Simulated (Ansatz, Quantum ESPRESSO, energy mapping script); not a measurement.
# MnS: J from the energies of magnetic orders, part 2 of 3

Wanted: the magnetic order of MnS, its couplings and an estimate of its ordering temperature, by PBE+U (3.6 eV), QE, GBRV.

PBE with U = 3.6 eV on Mn d, ortho-atomic projectors; plane waves, U on orthogonalised atomic orbitals unless named otherwise, collinear spin, no spin–orbit coupling.

So far. Step 3 (Order 1: parallel, cell A of 4 atoms): The run ends ferromagnetic.

The database entry behind the starting cell differs from later determinations by our own check (an axis about 0.2 % short against later determinations), so it need not match the best structure at ambient conditions.

### 4. Run 2 (compensated +−; cell A, 4 atoms)

Level of this step: PBE with U = 3.6 eV on Mn d, ortho-atomic projectors, GBRV potentials (Quantum ESPRESSO).

This order reverses 6 of the 12 neighbours at 3.68 Å, 6 of the 6 neighbours at 5.21 Å and 12 of the 24 neighbours at 6.38 Å, counted for an average magnetic atom.

File pw.in:

```
&control
  calculation = 'scf'
  prefix = 'pw'
  outdir = './tmp/'
  pseudo_dir = './pseudo/'
  verbosity = 'low'
/
&system
  ibrav = 0
  nat = 4
  ntyp = 3
  ecutwfc = 45
  ecutrho = 360
  nbnd = 33
  occupations = 'smearing'
  smearing = 'fd'
  degauss = 0.00367493
  nspin = 2
  starting_magnetization(1) = 0.3000
  starting_magnetization(2) = -0.3000
/
&electrons
  conv_thr = 1.0e-08
  electron_maxstep = 120
  mixing_beta = 0.3
  mixing_mode = 'plain'
/
ATOMIC_SPECIES
  Mn1 54.9380 Mn.upf
  Mn2 54.9380 Mn.upf
  S 32.0600 S.upf
CELL_PARAMETERS angstrom
  0.00000000 -2.60450000 -2.60450000
  -2.60450000 0.00000000 -2.60450000
  2.60450000 2.60450000 -5.20900000
ATOMIC_POSITIONS crystal
  Mn1 0.50000000 0.50000000 0.50000000
  Mn2 0.00000000 0.00000000 0.00000000
  S 0.75000000 0.75000000 0.75000000
  S 0.25000000 0.25000000 0.25000000
K_POINTS automatic
  7 7 7 0 0 0
HUBBARD {ortho-atomic}
U Mn1-3d 3.6
U Mn2-3d 3.6
```

Run with:

```bash
OMP_NUM_THREADS=1 mpirun -n 4 pw.x -nk 4 -in pw.in > pw.out
```

Log:

```text
[banner, memory and clock lines left out]
Program PWSCF v.7.5 starts
[...]
unit-cell volume          =     476.9026 (a.u.)^3
     number of atoms/cell      =            4
[...]
number of electrons       =        42.00
     number of Kohn-Sham states=           33
     kinetic-energy cutoff     =      45.0000  Ry
     charge density cutoff     =     360.0000  Ry
     scf convergence threshold =      1.0E-08
[...]
Exchange-correlation=  SLA  PW   PBX  PBC
[...]
Hubbard projectors: ortho-atomic
     Hubbard parameters of DFT+U (Dudarev formulation) in eV:
[...]
atomic species   magnetization
[...]
12 Sym. Ops., with inversion, found
[...]
number of k points=    44  Fermi-Dirac smearing, width (Ry)=  0.0037
[...]
Number of occupied Hubbard levels =   10.0000
     Atomic wfc used for Hubbard projectors are orthogonalized
[...]
iteration #  1     ecut=    45.00 Ry     beta= 0.30
[...]
Number of occupied Hubbard levels =   10.0328
     total energy              =    -470.47052243 Ry
     estimated scf accuracy    <       0.99919866 Ry
     total magnetization       =     0.00 Bohr mag/cell
     absolute magnetization    =     9.35 Bohr mag/cell
     iteration #  2     ecut=    45.00 Ry     beta= 0.30
[...]
total energy              =    -470.64969353 Ry
     estimated scf accuracy    <       0.04223933 Ry
     total magnetization       =    -0.00 Bohr mag/cell
     absolute magnetization    =     9.43 Bohr mag/cell
     iteration #  3     ecut=    45.00 Ry     beta= 0.30
[...]
total energy              =    -470.66703474 Ry
     estimated scf accuracy    <       0.01879545 Ry
     total magnetization       =     0.00 Bohr mag/cell
     absolute magnetization    =     9.42 Bohr mag/cell
[...]
total energy              =    -470.66951676 Ry
[...]
iteration # 10     ecut=    45.00 Ry     beta= 0.30
[...]
total energy              =    -470.66951870 Ry
     estimated scf accuracy    <       0.00000008 Ry
     total magnetization       =     0.00 Bohr mag/cell
     absolute magnetization    =     9.44 Bohr mag/cell
     iteration # 11     ecut=    45.00 Ry     beta= 0.30
[...]
Magnetic moment per site  (integrated on atomic sphere of radius R)
     atom   1 (R=0.292)  charge= 13.1541  magn=  4.4079
     atom   2 (R=0.292)  charge= 13.1544  magn= -4.4080
     atom   3 (R=0.292)  charge=  4.7139  magn= -0.0000
[...]
19.4222
          k = 0.0505 0.0505-0.0505 (  2454 PWs)   bands (ev):
[...]
19.3929
          k = 0.1010 0.1010-0.1010 (  2451 PWs)   bands (ev):
[...]
19.1372
          k = 0.1515 0.1515-0.1515 (  2442 PWs)   bands (ev):
[...]
k =-0.1515 0.0505-0.0505 (  2434 PWs)   bands (ev):
[...]
k =-0.1010 0.1010-0.1010 (  2439 PWs)   bands (ev):
[...]
k =-0.0505 0.1515-0.1515 (  2447 PWs)   bands (ev):
[...]
k =-0.3030-0.1010 0.1010 (  2457 PWs)   bands (ev):
[...]
k =-0.2525-0.0505 0.0505 (  2437 PWs)   bands (ev):
[...]
k =-0.2020-0.0000 0.0000 (  2443 PWs)   bands (ev):
[...]
[... cut ...]
[...]
k =-0.6061-0.0000 0.0000 (  2416 PWs)   bands (ev):
[...]
k =-0.2525-0.0505-0.1515 (  2442 PWs)   bands (ev):
[...]
k =-0.2020-0.0000-0.2020 (  2427 PWs)   bands (ev):
[...]
k =-0.4041-0.2020 0.0000 (  2443 PWs)   bands (ev):
[...]
k =-0.3030 0.1010-0.3030 (  2421 PWs)   bands (ev):
[...]
k =-0.2525 0.1515-0.3536 (  2420 PWs)   bands (ev):
[...]
k =-0.5556-0.1515-0.0505 (  2435 PWs)   bands (ev):
[...]
k =-0.5051-0.1010-0.1010 (  2440 PWs)   bands (ev):
[...]
k =-0.4546-0.0505-0.1515 (  2443 PWs)   bands (ev):
[...]
k = 0.5051-0.3030 0.1010 (  2430 PWs)   bands (ev):
[...]
k = 0.6061-0.2020 0.0000 (  2413 PWs)   bands (ev):
[...]
k = 0.6566-0.1515-0.0505 (  2420 PWs)   bands (ev):
[...]
k = 0.3536-0.4546 0.2525 (  2410 PWs)   bands (ev):
[...]
k = 0.5556-0.4546 0.0505 (  2425 PWs)   bands (ev):
[...]
k = 0.6061-0.4041 0.0000 (  2422 PWs)   bands (ev):
[...]
k = 0.6566-0.3536-0.0505 (  2426 PWs)   bands (ev):
[...]
17.9422
          k = 0.4546-0.5556 0.1515 (  2415 PWs)   bands (ev):
[...]
5.7719   6.5223   6.8035   8.2232   8.4699  12.3706  12.7229  13.0855
    13.1422  13.4259  14.2676  14.5863  16.5460  17.0234  18.1972  18.6246
    18.8075
     the Fermi energy is    10.7398 ev
!    total energy              =    -470.66951884 Ry
     estimated scf accuracy    <          2.4E-09 Ry
     smearing contrib. (-TS)   =      -0.00000000 Ry
     internal energy E=F+TS    =    -470.66951884 Ry
     The total energy is F=E-TS. E is the sum of the following terms:
     one-electron contribution =    -265.16900291 Ry
     hartree contribution      =     147.91857507 Ry
     xc contribution           =     -70.51720633 Ry
     ewald contribution        =    -282.98656422 Ry
     Hubbard energy            =       0.08467954 Ry
     total magnetization       =     0.00 Bohr mag/cell
     absolute magnetization    =     9.44 Bohr mag/cell
     convergence has been achieved in  11 iterations
```

Wall time 36 s (4 MPI ranks of Arm Neoverse V2, shared host); peak memory 0.54 GiB; 2.4 min of CPU time.

Spin moment in the sphere by atom:

| atom | spin moment in the sphere (μB) |
| --- | --- |
| Mn1 | 4.41 |
| Mn2 | -4.41 |
| S3 | 0.00 |
| S4 | 0.00 |

The run ends antiferromagnetic, 64.76 meV a magnetic atom below the parallel order of its cell.

### 5. Order 3: parallel, cell B of 4 atoms

The parallel order again, as the reference for this cell.

This run holds the same structure in another cell (c 6.380 → 5.209 Å, α 73.2 → 90.0°, β 73.2 → 90.0°, γ 60.0 → 90.0°).

File pw.in:

```
&control
  calculation = 'scf'
  prefix = 'pw'
  outdir = './tmp/'
  pseudo_dir = './pseudo/'
  verbosity = 'low'
/
&system
  ibrav = 0
  nat = 4
  ntyp = 2
  ecutwfc = 45
  ecutrho = 360
  nbnd = 38
  occupations = 'smearing'
  smearing = 'fd'
  degauss = 0.00367493
  nspin = 2
  starting_magnetization(1) = 0.3000
/
&electrons
  conv_thr = 1.0e-08
  electron_maxstep = 120
  mixing_beta = 0.3
  mixing_mode = 'plain'
/
ATOMIC_SPECIES
  Mn 54.9380 Mn.upf
  S 32.0600 S.upf
CELL_PARAMETERS angstrom
  0.00000000 -2.60450000 -2.60450000
  0.00000000 2.60450000 -2.60450000
  5.20900000 0.00000000 0.00000000
ATOMIC_POSITIONS crystal
  Mn 0.50000000 0.50000000 0.50000000
  Mn 0.00000000 0.00000000 0.00000000
  S 0.50000000 0.50000000 0.00000000
  S 0.00000000 0.00000000 0.50000000
K_POINTS automatic
  6 6 4 0 0 0
HUBBARD {ortho-atomic}
U Mn-3d 3.6
```

Log:

```text
[banner, memory and clock lines left out]
Program PWSCF v.7.5 starts
[...]
unit-cell volume          =     476.9026 (a.u.)^3
     number of atoms/cell      =            4
[...]
number of electrons       =        42.00
     number of Kohn-Sham states=           38
     kinetic-energy cutoff     =      45.0000  Ry
     charge density cutoff     =     360.0000  Ry
[...]
The total energy is F=E-TS. E is the sum of the following terms:
     one-electron contribution =    -264.99941224 Ry
     hartree contribution      =     147.79300046 Ry
     xc contribution           =     -70.54055983 Ry
     ewald contribution        =    -282.98656422 Ry
     Hubbard energy            =       0.07366752 Ry
     total magnetization       =    10.00 Bohr mag/cell
     absolute magnetization    =    10.00 Bohr mag/cell
     convergence has been achieved in  10 iterations
[key lines of the parts left out:]
!    total energy              =    -470.65986976 Ry
the Fermi energy is    10.5723 ev
```

Wall time 23 s (4 MPI ranks); peak memory 0.45 GiB.

The run ends ferromagnetic. For each magnetic atom its energy differs from the parallel run of the first cell by 0.88 meV, an error that one common reference would have brought in.

### 6. Run 4 (compensated +−; cell B, 4 atoms)

This order reverses 8 of the 12 neighbours at 3.68 Å, 0 of the 6 neighbours at 5.21 Å and 16 of the 24 neighbours at 6.38 Å, counted for an average magnetic atom.

pw.in: that of step 5 with these lines changed.

```diff
@@ -10,6 +10,6 @@
   nat = 4
-  ntyp = 2
+  ntyp = 3
   ecutwfc = 45
   ecutrho = 360
-  nbnd = 38
+  nbnd = 33
   occupations = 'smearing'
@@ -19,2 +19,3 @@
   starting_magnetization(1) = 0.3000
+  starting_magnetization(2) = -0.3000
 /
@@ -27,3 +28,4 @@
 ATOMIC_SPECIES
-  Mn 54.9380 Mn.upf
+  Mn1 54.9380 Mn.upf
+  Mn2 54.9380 Mn.upf
   S 32.0600 S.upf
@@ -34,4 +36,4 @@
 ATOMIC_POSITIONS crystal
-  Mn 0.50000000 0.50000000 0.50000000
-  Mn 0.00000000 0.00000000 0.00000000
+  Mn1 0.50000000 0.50000000 0.50000000
+  Mn2 0.00000000 0.00000000 0.00000000
   S 0.50000000 0.50000000 0.00000000
@@ -41,2 +43,3 @@
 HUBBARD {ortho-atomic}
-U Mn-3d 3.6
+U Mn1-3d 3.6
+U Mn2-3d 3.6
```

Log:

```text
[banner, memory and clock lines left out]
Program PWSCF v.7.5 starts
[...]
unit-cell volume          =     476.9026 (a.u.)^3
     number of atoms/cell      =            4
[...]
number of electrons       =        42.00
     number of Kohn-Sham states=           33
     kinetic-energy cutoff     =      45.0000  Ry
     charge density cutoff     =     360.0000  Ry
[...]
The total energy is F=E-TS. E is the sum of the following terms:
     one-electron contribution =    -264.97818757 Ry
     hartree contribution      =     147.75016622 Ry
     xc contribution           =     -70.52588303 Ry
     ewald contribution        =    -282.98656422 Ry
     Hubbard energy            =       0.07709193 Ry
     total magnetization       =     0.00 Bohr mag/cell
     absolute magnetization    =     9.69 Bohr mag/cell
     convergence has been achieved in  12 iterations
[key lines of the parts left out:]
!    total energy              =    -470.66337711 Ry
the Fermi energy is    10.5985 ev
```

Wall time 26 s (4 MPI ranks); peak memory 0.59 GiB; 1.7 min of CPU time.

The run ends antiferromagnetic, 23.86 meV a magnetic atom below the parallel order of its cell.

### 7. Order 5: parallel, cell C of 6 atoms

The parallel order again, as the reference for this cell.

File pw.in:

```
&control
  calculation = 'scf'
  prefix = 'pw'
  outdir = './tmp/'
  pseudo_dir = './pseudo/'
  verbosity = 'low'
/
&system
  ibrav = 0
  nat = 6
  ntyp = 2
  ecutwfc = 45
  ecutrho = 360
  nbnd = 54
  occupations = 'smearing'
  smearing = 'fd'
  degauss = 0.00367493
  nspin = 2
  starting_magnetization(1) = 0.3000
/
&electrons
  conv_thr = 1.5e-08
  electron_maxstep = 120
  mixing_beta = 0.3
  mixing_mode = 'plain'
/
ATOMIC_SPECIES
  Mn 54.9380 Mn.upf
  S 32.0600 S.upf
CELL_PARAMETERS angstrom
  0.00000000 2.60450000 2.60450000
  -2.60450000 0.00000000 -2.60450000
  -5.20900000 -5.20900000 5.20900000
ATOMIC_POSITIONS crystal
  Mn 0.00000000 0.00000000 0.00000000
  Mn 0.33333333 0.66666667 0.66666667
  Mn 0.66666667 0.33333333 0.33333333
  S 0.66666667 0.33333333 0.83333333
  S 0.00000000 0.00000000 0.50000000
  S 0.33333333 0.66666667 0.16666667
K_POINTS automatic
  7 7 3 0 0 0
HUBBARD {ortho-atomic}
U Mn-3d 3.6
```

Log:

```text
[banner, memory and clock lines left out]
Program PWSCF v.7.5 starts
[...]
unit-cell volume          =     715.3539 (a.u.)^3
     number of atoms/cell      =            6
[...]
number of electrons       =        63.00
     number of Kohn-Sham states=           54
     kinetic-energy cutoff     =      45.0000  Ry
     charge density cutoff     =     360.0000  Ry
[...]
The total energy is F=E-TS. E is the sum of the following terms:
     one-electron contribution =    -397.49822890 Ry
     hartree contribution      =     221.68778624 Ry
     xc contribution           =    -105.81024377 Ry
     ewald contribution        =    -424.47984633 Ry
     Hubbard energy            =       0.11053711 Ry
     total magnetization       =    15.00 Bohr mag/cell
     absolute magnetization    =    15.00 Bohr mag/cell
     convergence has been achieved in  11 iterations
[key lines of the parts left out:]
!    total energy              =    -705.98999649 Ry
the Fermi energy is    10.5950 ev
```

Run time: 43 s. Hardware: 4 MPI ranks; peak memory 0.82 GiB; 2.9 min of CPU time.

The run ends ferromagnetic. For each magnetic atom its energy differs from the parallel run of the first cell by 0.01 meV, an error that one common reference would have brought in.

### 8. Order 6: uncompensated ++−, cell C of 6 atoms

This order reverses 4 of the 12 neighbours at 3.68 Å, 4 of the 6 neighbours at 5.21 Å and 12 of the 24 neighbours at 6.38 Å, counted for an average magnetic atom.

pw.in: that of step 7 with these lines changed.

```diff
@@ -10,6 +10,6 @@
   nat = 6
-  ntyp = 2
+  ntyp = 3
   ecutwfc = 45
   ecutrho = 360
-  nbnd = 54
+  nbnd = 49
   occupations = 'smearing'
@@ -19,2 +19,3 @@
   starting_magnetization(1) = 0.3000
+  starting_magnetization(2) = -0.3000
 /
@@ -27,3 +28,4 @@
 ATOMIC_SPECIES
-  Mn 54.9380 Mn.upf
+  Mn1 54.9380 Mn.upf
+  Mn2 54.9380 Mn.upf
   S 32.0600 S.upf
@@ -34,5 +36,5 @@
 ATOMIC_POSITIONS crystal
-  Mn 0.00000000 0.00000000 0.00000000
-  Mn 0.33333333 0.66666667 0.66666667
-  Mn 0.66666667 0.33333333 0.33333333
+  Mn1 0.00000000 0.00000000 0.00000000
+  Mn1 0.33333333 0.66666667 0.66666667
+  Mn2 0.66666667 0.33333333 0.33333333
   S 0.66666667 0.33333333 0.83333333
@@ -43,2 +45,3 @@
 HUBBARD {ortho-atomic}
-U Mn-3d 3.6
+U Mn1-3d 3.6
+U Mn2-3d 3.6
```

Log:

```text
[banner, memory and clock lines left out]
Program PWSCF v.7.5 starts
[...]
unit-cell volume          =     715.3539 (a.u.)^3
     number of atoms/cell      =            6
[...]
number of electrons       =        63.00
     number of Kohn-Sham states=           49
     kinetic-energy cutoff     =      45.0000  Ry
     charge density cutoff     =     360.0000  Ry
[...]
The total energy is F=E-TS. E is the sum of the following terms:
     one-electron contribution =    -397.68385858 Ry
     hartree contribution      =     221.82246648 Ry
     xc contribution           =    -105.78276660 Ry
     ewald contribution        =    -424.47984633 Ry
     Hubbard energy            =       0.12295041 Ry
     total magnetization       =     5.00 Bohr mag/cell
     absolute magnetization    =    14.39 Bohr mag/cell
     convergence has been achieved in  12 iterations
[key lines of the parts left out:]
!    total energy              =    -706.00105461 Ry
the Fermi energy is    10.6223 ev
```

Wall time 44 s (4 MPI ranks); peak memory 0.83 GiB.

The run ends ferrimagnetic, 50.15 meV a magnetic atom below the parallel order of its cell.

### 9. Parallel start in cell D (6 atoms)

The parallel order again, as the reference for this cell.

This run holds the same structure in another cell (b 3.683 → 5.209 Å, c 9.022 → 6.380 Å, α 90.0 → 114.1°, β 90.0 → 106.8°, γ 120.0 → 90.0°).

File pw.in:

```
&control
  calculation = 'scf'
  prefix = 'pw'
  outdir = './tmp/'
  pseudo_dir = './pseudo/'
  verbosity = 'low'
/
&system
  ibrav = 0
  nat = 6
  ntyp = 2
  ecutwfc = 45
  ecutrho = 360
  nbnd = 54
  occupations = 'smearing'
  smearing = 'fd'
  degauss = 0.00367493
  nspin = 2
  starting_magnetization(1) = 0.3000
/
&electrons
  conv_thr = 1.5e-08
  electron_maxstep = 120
  mixing_beta = 0.3
  mixing_mode = 'plain'
/
ATOMIC_SPECIES
  Mn 54.9380 Mn.upf
  S 32.0600 S.upf
CELL_PARAMETERS angstrom
  0.00000000 -2.60450000 -2.60450000
  -5.20900000 0.00000000 0.00000000
  2.60450000 5.20900000 -2.60450000
ATOMIC_POSITIONS crystal
  Mn 0.66666667 0.66666667 0.33333333
  Mn 0.33333333 0.33333333 0.66666667
  Mn 0.00000000 0.00000000 0.00000000
  S 0.66666667 0.16666667 0.33333333
  S 0.33333333 0.83333333 0.66666667
  S 0.00000000 0.50000000 0.00000000
K_POINTS automatic
  6 6 6 0 0 0
HUBBARD {ortho-atomic}
U Mn-3d 3.6
```

Log:

```text
[banner, memory and clock lines left out]
Program PWSCF v.7.5 starts
[...]
unit-cell volume          =     715.3539 (a.u.)^3
     number of atoms/cell      =            6
[...]
number of electrons       =        63.00
     number of Kohn-Sham states=           54
     kinetic-energy cutoff     =      45.0000  Ry
     charge density cutoff     =     360.0000  Ry
[...]
The total energy is F=E-TS. E is the sum of the following terms:
     one-electron contribution =    -397.49828155 Ry
     hartree contribution      =     221.68780725 Ry
     xc contribution           =    -105.81021558 Ry
     ewald contribution        =    -424.47984633 Ry
     Hubbard energy            =       0.11054070 Ry
     total magnetization       =    15.00 Bohr mag/cell
     absolute magnetization    =    15.00 Bohr mag/cell
     convergence has been achieved in  10 iterations
[key lines of the parts left out:]
!    total energy              =    -705.98999668 Ry
the Fermi energy is    10.5777 ev
```

The job ended after 91 s (4 MPI ranks; peak memory 0.98 GiB).

The run ends ferromagnetic. For each magnetic atom its energy differs from the parallel run of the first cell by 0.01 meV, an error that one common reference would have brought in.

(Continued in part 3 of 3.)

[Logs and program files are shortened in this print: banners, set-up blocks, solver, clock and traceback lines can be left out without a mark of their own.]

[Logs are printed without paths, hosts, clocks, repeated set-up lines and the standing remarks that a program may print on its own settings, such as how far it seeks lower states.]

[Hosts, paths, dates, database ids (printed as entryN), source tags and the programs' standing remarks are cut or masked in the printed files.]

[Where a cell is said to come from a database of computed structures, the database is the Materials Project.]
